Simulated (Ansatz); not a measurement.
# LiHgBr3 (built on the sites of a database entry of CsHgF3): a soft mode frozen in, part 3 of 3

Which phase does LiHgBr3 (built on the sites of a database entry of CsHgF3) fall into along its unstable mode, and how much energy does it gain?

Ansatz 0.2.0; DFT PBEsol, scalar-relativistic, plane waves, PAW.

So far. Step 5 (Energy along the mode, all amplitudes (two of the runs …): The lowest of the steps tried is the last one, at 0.6 Å, 27.0 meV/atom below the parent; the bottom of the well need not coincide with a step. Step 7 (The new phase in its own primitive cell): The largest force component left is 0.18 meV/Å and the pressure is 0.000 GPa, within the tolerances set. The cell now holds 37.39 Å³/atom. The relaxed cell has a, b, c = 4.046, 7.755, 11.918 Å (conventional setting).

The structure was built from a prototype and need not be the compound's stable phase.

In doubt: the program warns that the response may not be converged on this k-mesh, which bears on the force constants and all frequencies.

## (8) Modes of the new phase, k-mesh 6×4×4, occupations fixed

A relaxed structure may still be a saddle point, so its zone-centre modes are computed. The response to a homogeneous field gives the Born charges and the dielectric tensor, and its change with displacement the Raman tensors.

Contents of input.yaml:

```yaml
crystal:
  lattice:
    - [4.0458571506, 0.0, 0.0]
    - [0.0, 3.8775483666, 5.9590682703]
    - [0.0, -3.8775483666, 5.9590682703]
  atoms:
    - { symbol: Li, position: [0.0, 0.1909519533, 0.1909519533] }
    - { symbol: Hg, position: [0.5, 0.571418623, 0.571418623] }
    - { symbol: Br, position: [0.0, 0.4254585864, 0.4254585864] }
    - { symbol: Br, position: [0.5, 0.969548754, 0.4129254815] }
    - { symbol: Br, position: [0.5, 0.4129254815, 0.969548754] }
kpoints:
  mp_grid: { grid: [6, 4, 4] }
hamiltonian:
  xc: pbesol
scf:
  occupations: { method: fixed }
output:
  eigenvalues: true
phonons:
  method: dfpt
  dielectric: true
  rigid_motions: translations
  raman: true
```

On the command line:

```console
ansatz run input.yaml --threads 8 --pin off --max-ram 14336MiB --backend cpu --events-out ev --progress --plain --runs-dir out
```

Numbers of over 12 decimals in the logs are rounded to 6 here.

Log:

```text
[...]
Crystal: 5 atoms, lattice volume = 186.972 Å³
Basis set: ecut = 420 eV, 3655 PW (Γ), exchange–correlation on 60×96×96 points (8 copies of the dense FFT grid, shifted against one another)
Bands: 27, of which v1, the nominal top of the filled ones, is band 22 counted from 1 (21 counted from 0)
Symmetry: 4 space group operations
k-points: 52 of 96 (irreducible under 1 space group operation, time reversal used)
[...]
SCF iter   1: F=—  HF=-22084.569853 eV  |F-HF|=—  |Δ(HF+E_count)|=         —  Δρ=1.86e-3  dr2=7.36e-3  ethr=1.77e-3  ⟨swp⟩=5.5  Hψ=5833  notcnv=0  defer=129
[...]
SCF iter   9: F=-22084.570888 eV  HF=-22084.570888 eV  |F-HF|=2.55e-11  |Δ(HF+E_count)|=  4.07e-10  Δρ=1.23e-7  dr2=5.13e-11  ethr=1.00e-12  ⟨swp⟩=17.0  Hψ=10968  notcnv=0
SCF 1 converged in 9 iterations: F = -22084.570888 eV  dr2 = 5.13e-11
[...]
NSCF: frozen V_eff on 2 k-points
DFPT response loops at Γ: preconditioner auto → none (the input reference at scf.mixing.eps_inf says where Resta's filter doesn't serve); β = 0.50; Broyden in place of MSR1
── the response to a field inside a basis, on 8×6×6 k-points: an SCF that follows is theirs, and a resumed run solves both again ──
Bands: 23, of which v1, the nominal top of the filled ones, is band 22 counted from 1 (21 counted from 0)
k-points: 48
[...]
Eigensolver: Dense (48 Hₖ)
SCF iter   1: F=—  HF=-22084.559894 eV  |F-HF|=—  |Δ(HF+E_count)|=         —  Δρ=1.18e-4  dr2=6.23e-6  ethr=1.00e-1
[...]
SCF iter   7: F=-22084.559902 eV  HF=-22084.559902 eV  |F-HF|=7.28e-11  |Δ(HF+E_count)|=  4.51e-10  Δρ=8.38e-8  dr2=2.97e-11  ethr=1.00e-12
SCF 1 converged in 7 iterations: F = -22084.559902 eV  dr2 = 2.97e-11
[...]
WARN: field response: ε∞ stands inside a basis, on 8×6×6 points; the force constants stand on the 6×4×4 k-mesh, whose period is 11.15 times the interband length at k = (0.0000, 0.0000, 0.0000), direct gap 1.683 eV, under 14: take them and everything formed from them as unconverged, and compare with a denser kpoints.mp_grid
SCF converged after 9 iterations
Free energy (F): -22084.570888 eV
[...]
Internal energy: -22084.570888 eV  (E = F + TS)
E sigma→0 (E₀):  -22084.570888 eV
Fermi energy:    0.572522 eV
[...]
--- Band table (eV; the first three rows and the last of 52) ---
  k-point 0: bands = [... 18 lower, 0.2898, 0.3443, 0.4115, 0.5725, 2.2559, 5.8687, 6.4928, 6.8919, ... 1 higher]
  k-point 1: bands = [... 18 lower, 0.0348, 0.1398, 0.4338, 0.4442, 2.9199, 6.1280, 6.6762, 7.0442, ... 1 higher]
  k-point 2: bands = [... 18 lower, -0.2591, -0.0587, 0.4423, 0.4475, 3.4368, 6.4503, 6.8030, 7.4719, ... 1 higher]
  k-point 51: bands = [... 18 lower, -0.3106, -0.1166, 0.1820, 0.5471, 2.9166, 5.5273, 6.8834, 7.2840, ... 1 higher]
--- Phonons (Γ-DFPT): 12 representative perturbations + reference, on 52 of 96 k-points (Σ response iterations 40) ---
  k mesh reduced under 1 symmetry operation, with k and −k counted as one. Each operation leaves every solved perturbation unchanged. A smaller set is not considered because the run solves the response to a homogeneous field
  ASR residual: 1.299e-4 → 0.000e0 eV/Å²; symmetrization residual: 1.687e-6 eV/Å²
  ASR residual per site (eV/Å²): 8.84e-5 6.32e-5 1.19e-4 1.30e-4 1.30e-4
[...]
ε∞ (high-frequency dielectric tensor):
        3.464704     0.000000     0.000000
        0.000000     3.934800     0.000000
        0.000000     0.000000     3.316419
  softest optical mode at Γ: -23.90 cm⁻¹; the repairs (sum rule, projections) moved no ω² at Γ by more than (2.12 cm⁻¹)²
  Born effective charges Z* (e; rows j = field, columns β = displacement):
    site 0:
         1.34183    0.00000    0.00000
         0.00000    1.51953    0.00000
         0.00000    0.00000    1.01703
    site 1:
         2.54127    0.00000    0.00000
         0.00000    2.57018    0.00000
         0.00000    0.00000    2.07310
    site 2:
        -2.02159    0.00000    0.00000
         0.00000   -0.41211    0.00000
         0.00000    0.00000   -1.63545
    site 3:
        -0.93076    0.00000    0.00000
         0.00000   -1.83880   -0.68409
        -0.00000   -0.59948   -0.72734
    site 4:
        -0.93076    0.00000    0.00000
        -0.00000   -1.83880    0.68409
        -0.00000    0.59948   -0.72734
  Z* charge neutrality: 6.829e-3 e pre-enforcement
  solved inside a basis spanned on kpoints, on 8×6×6 k-points transformed towards the longest dipole: ε∞ is read to err by 1.3e-2, Z* by 2.5e-2 e (field_mesh: kpoints solves on kpoints); Z* is corrected for what the basis lacks
  Raman tensors (in the event stream and the table raman_tensors.tsv): an entry may err by 5.0e-1 Å², one of the second-order susceptibility by 2.8e-1 pm/V (basis, points and sum rule); their sum over the sites missed zero by 4.466e-4 Å² ahead of its enforcement
  optical modes at Γ without the LO–TO term, one row a degenerate level:
      ω (cm⁻¹)  modes    IR ((D/Å)²/amu)  static Raman (Å⁴/amu)  depolarisation
        -23.90      1             0.0712                 1.9821           0.750
         23.24      1             0.2130                23.1931           0.750
         28.77      1             0.4164                19.0490           0.750
         58.48      1             0.0000                 1.5106           0.750
         59.86      1             0.0699                53.9367           0.729
        122.34      1             1.6655                 0.3933           0.750
        138.30      1             1.9059                98.8649           0.093
        156.16      1             3.2179                66.2355           0.010
        156.46      1             3.4135                21.8885           0.750
        181.20      1             0.0243               712.9683           0.128
        245.52      1             6.8062                35.4075           0.750
        257.16      1             6.5300                 2.2885           0.750
  optical modes at Γ + LO–TO along q̂ = [1.0000, 0.0000, 0.0000]:
      ω (cm⁻¹)  modes    IR ((D/Å)²/amu)  static Raman (Å⁴/amu)  depolarisation
        -23.90      1             0.0712                 1.9821           0.750
         28.77      1             0.4164                19.0490           0.750
         30.79      1             0.0714                18.5573           0.750
         58.48      1             0.0000                 1.5106           0.750
         59.86      1             0.0699                53.9367           0.729
        137.25      1             0.8046                 4.5742           0.750
        138.30      1             1.9059                98.8649           0.093
        156.16      1             3.2179                66.2355           0.010
        156.46      1             3.4135                21.8885           0.750
        181.20      1             0.0243               712.9683           0.128
        245.52      1             6.8062                35.4075           0.750
        299.23      1             7.5326                11.5198           0.750
  optical modes at Γ + LO–TO along q̂ = [0.0000, 1.0000, 0.0000]:
      ω (cm⁻¹)  modes    IR ((D/Å)²/amu)  static Raman (Å⁴/amu)  depolarisation
        -22.20      1             0.0100                 0.4955           0.750
         23.24      1             0.2130                23.1931           0.750
         39.38      1             0.1449                18.1038           0.750
         58.48      1             0.0000                 1.5106           0.750
         59.86      1             0.0699                53.9367           0.729
        122.34      1             1.6655                 0.3933           0.750
        138.30      1             1.9059                98.8649           0.093
        156.16      1             3.2179                66.2355           0.010
        174.92      1             1.1961                46.8796           0.750
        181.20      1             0.0243               712.9683           0.128
        257.16      1             6.5300                 2.2885           0.750
        290.52      1             9.3564                 3.3766           0.750
  optical modes at Γ + LO–TO along q̂ = [0.0000, 0.0000, 1.0000]:
      ω (cm⁻¹)  modes    IR ((D/Å)²/amu)  static Raman (Å⁴/amu)  depolarisation
        -23.90      1             0.0712                 1.9821           0.750
         23.24      1             0.2130                23.1931           0.750
         28.77      1             0.4164                19.0490           0.750
         58.48      1             0.0000                 1.5106           0.750
         60.87      1             0.0181                53.2295           0.726
        122.34      1             1.6655                 0.3933           0.750
        144.05      1             0.0874               143.0315           0.034
        156.46      1             3.4135                21.8885           0.750
        180.92      1             0.0357               728.2931           0.129
        201.72      1             5.0770                 4.8096           0.235
        245.52      1             6.8062                35.4075           0.750
        257.16      1             6.5300                 2.2885           0.750
```

Wall time 2.8 min (8 threads of Arm Neoverse V2, shared host); peak memory 3.2 GiB.

This step gave:

| Property | Result |
| --- | --- |
| sum-rule residual before enforcement | 1.30e-4 eV/Å² |
| miss of the charge sum rule | 0.006829 e |
| estimated error of the dielectric tensor | 0.01319 |
| estimated error of the Born charges | 0.02521 e |
| point group | mm2 |
| highest optical mode at the zone centre (no LO-TO term) | 257.2 cm⁻¹ |
| lowest optical zone-centre mode | -23.9 cm⁻¹ |
| mean high-frequency dielectric constant | 3.572 |
| largest Born charge (third of the trace) | 2.395 e |
| top of the zone-centre spectrum with the field | 299.2 cm⁻¹ |

Patterns of degenerate modes are one choice out of their space. Modes at Γ, with each element's share of the kinetic energy (negative means imaginary):

| mode | frequency (cm⁻¹) | symmetry | Li % | Hg % | Br % |
| --- | --- | --- | --- | --- | --- |
| 1 | -23.9 | B2 | 1 | 1 | 98 |
| 2 | 0.0 | acoustic | 2 | 45 | 54 |
| 3 | 0.0 | acoustic | 2 | 45 | 54 |
| 4 | 0.0 | acoustic | 2 | 45 | 54 |
| 5 | 23.2 | B1 | 4 | 39 | 57 |
| 6 | 28.8 | B2 | 0 | 26 | 74 |
| 7 | 58.5 | A2 | 0 | 0 | 100 |
| 8 | 59.9 | A1 | 0 | 22 | 77 |
| 9 | 122.3 | B1 | 0 | 16 | 84 |
| 10 | 138.3 | A1 | 2 | 24 | 74 |
| 11 | 156.2 | A1 | 80 | 0 | 20 |
| 12 | 156.5 | B2 | 1 | 26 | 73 |
| 13 | 181.2 | A1 | 17 | 8 | 75 |
| 14 | 245.5 | B2 | 97 | 3 | 1 |
| 15 | 257.2 | B1 | 95 | 0 | 5 |

Displacements in mode 1 (-23.9 cm⁻¹), the largest set to 1:
```
Li1  0.00 -0.50  0.00
Hg2  0.00 -0.07  0.00
Br3  0.00  1.00  0.00
Br4  0.00 -0.40  0.61
Br5  0.00 -0.40 -0.61
```

Displacements in mode 10 (138.3 cm⁻¹), the largest set to 1:
```
Li1  0.00  0.00 -0.55
Hg2  0.00  0.00 -0.37
Br3  0.00  0.00  1.00
Br4  0.00  0.07 -0.02
Br5  0.00 -0.07 -0.02
```

Optical modes at the zone centre, without and with the macroscopic field of the longitudinal modes; each column is sorted by frequency, so a row need not hold one and the same mode. Modes with and without the field, by row:

| rank among optical modes | no field (cm⁻¹) | q along (1, 0, 0) (cm⁻¹) | q along (0, 1, 0) (cm⁻¹) | q along (0, 0, 1) (cm⁻¹) |
| --- | --- | --- | --- | --- |
| 1 | -23.9 | -23.9 | -22.2 | -23.9 |
| 2 | 23.2 | 28.8 | 23.2 | 23.2 |
| 3 | 28.8 | 30.8 | 39.4 | 28.8 |
| 4 | 58.5 | 58.5 | 58.5 | 58.5 |
| 5 | 59.9 | 59.9 | 59.9 | 60.9 |
| 6 | 122.3 | 137.2 | 122.3 | 122.3 |
| 7 | 138.3 | 138.3 | 138.3 | 144.1 |
| 8 | 156.2 | 156.2 | 156.2 | 156.5 |
| 9 | 156.5 | 156.5 | 174.9 | 180.9 |
| 10 | 181.2 | 181.2 | 181.2 | 201.7 |
| 11 | 245.5 | 245.5 | 257.2 | 245.5 |
| 12 | 257.2 | 299.2 | 290.5 | 257.2 |

Born charge (rows field, columns displacement) (e), principal values of the symmetric part by kind of site:

| atom | atoms with these values | low | middle | high | mean |
| --- | --- | --- | --- | --- | --- |
| Li1 | 1 | 1.02 | 1.34 | 1.52 | 1.29 |
| Hg2 | 1 | 2.07 | 2.54 | 2.57 | 2.39 |
| Br3 | 1 | -2.02 | -1.64 | -0.41 | -1.36 |
| Br4 | 2 | -2.13 | -0.93 | -0.43 | -1.17 |

In full for Br4:

```
-0.93  0.00  0.00
 0.00 -1.84 -0.68
 0.00 -0.60 -0.73
```

High-frequency dielectric tensor:

```
3.46 0.00 0.00
0.00 3.93 0.00
0.00 0.00 3.32
```

Transverse modes; imaginary modes are left out. Infrared lines, with heights relative to the strongest:

| position (cm⁻¹) | lines merged | relative intensity |
| --- | --- | --- |
| 23 | 1 | 3.1 |
| 29 | 1 | 6.1 |
| 58 | 1 | 0.0 |
| 60 | 1 | 1.0 |
| 122 | 1 | 24 |
| 138 | 1 | 28 |
| 156 | 2 | 97 |
| 181 | 1 | 0.4 |
| 246 | 1 | 100 |
| 257 | 1 | 96 |

Activity x (w_L - w)^4 (n + 1)/w, 532 nm, 300 K; imaginary modes are left out; the tensors are static ones, while 532 nm light lies above the computed direct gap, where resonance would change the heights; modes without the macroscopic field alone. Raman lines, with heights relative to the strongest:

| position (cm⁻¹) | lines merged | relative intensity |
| --- | --- | --- |
| 23 | 1 | 100 |
| 29 | 1 | 54 |
| 58 | 1 | 1.1 |
| 60 | 1 | 38 |
| 122 | 1 | 0.1 |
| 138 | 1 | 15 |
| 156 | 2 | 11 |
| 181 | 1 | 69 |
| 246 | 1 | 2.1 |
| 257 | 1 | 0.1 |

Before it was imposed, the acoustic sum rule was missed by 1.3e-4 eV/Å² and the charge sum rule by 0.0068 e. Small misses are needed for a sound result but don't prove that mesh and cutoff are converged. The lowest optical mode is imaginary, 23.9i cm⁻¹, so the energy falls along it.

The log warns of the k mesh: “the force constants stand on the 6×4×4 k-mesh, whose period is 11.15 times the interband length at k = (0.0000, 0.0000, 0.0000), direct gap 1.683 eV, under 14: take them and everything formed from them as unconverged”.

## (9) Summary of results

| Quantity | Value |
| --- | --- |
| unstable mode of the parent | q = (0, 0, 0), 170i cm⁻¹ |
| depth at the lowest point sampled | 27.0 meV/atom |
| largest atomic shift at that point | 0.6 Å |
| space group reached (within 0.01 Å) | Amm2 |
| energy gained over the parent (first relaxation, on the mesh of the frozen mode) | 251 meV/atom |
| volume per atom, phase reached | 37.4 Å³ |
| gap on the k-mesh, phase reached | 1.68 eV |
| lowest optical zone-centre mode, phase reached | -23.9 cm⁻¹ |
| highest optical mode at the zone centre (no LO-TO term), phase reached | 257 cm⁻¹ |

What this shows: Along this mode the structure falls into Amm2, 251 meV/atom below the parent. At the parent's cell the well is 27.02 meV/atom deep on the steps tried, with its lowest point at a shift of 0.6 Å. That is the last step tried, so the steps alone don't bracket the bottom of the well. Relaxing atoms and cell changes the gain by +223.94 meV/atom against the lowest step (energies at zero smearing). Most of the total comes from this relaxation. The new phase still has an imaginary mode at the zone centre of its cell, so it is a saddle point on the way to a lower structure. Of the 5 patterns followed to their end from this parent, this one reaches the lowest energy. Each path keeps the symmetry of its pattern, so a lower phase may lie along a pattern not tried. With the field response the log warns that the k mesh is coarse for the force constants too, so the frequencies may not be converged. With no gap, or one that is small against the smearing, the frequencies hang on the k mesh and the smearing, most of all near Kohn anomalies. Spin-orbit coupling is left out, which can matter for the heavy elements here. The starting cell was built on a prototype and not taken from a measurement, so the phase need not exist.

[Logs are printed without paths, hosts, clocks, repeated set-up lines and the standing remarks that a program may print on its own settings, such as how far it seeks lower states.]

[Hosts, paths, dates, database ids (printed as entryN), source tags and the programs' standing remarks are cut or masked in the printed files.]
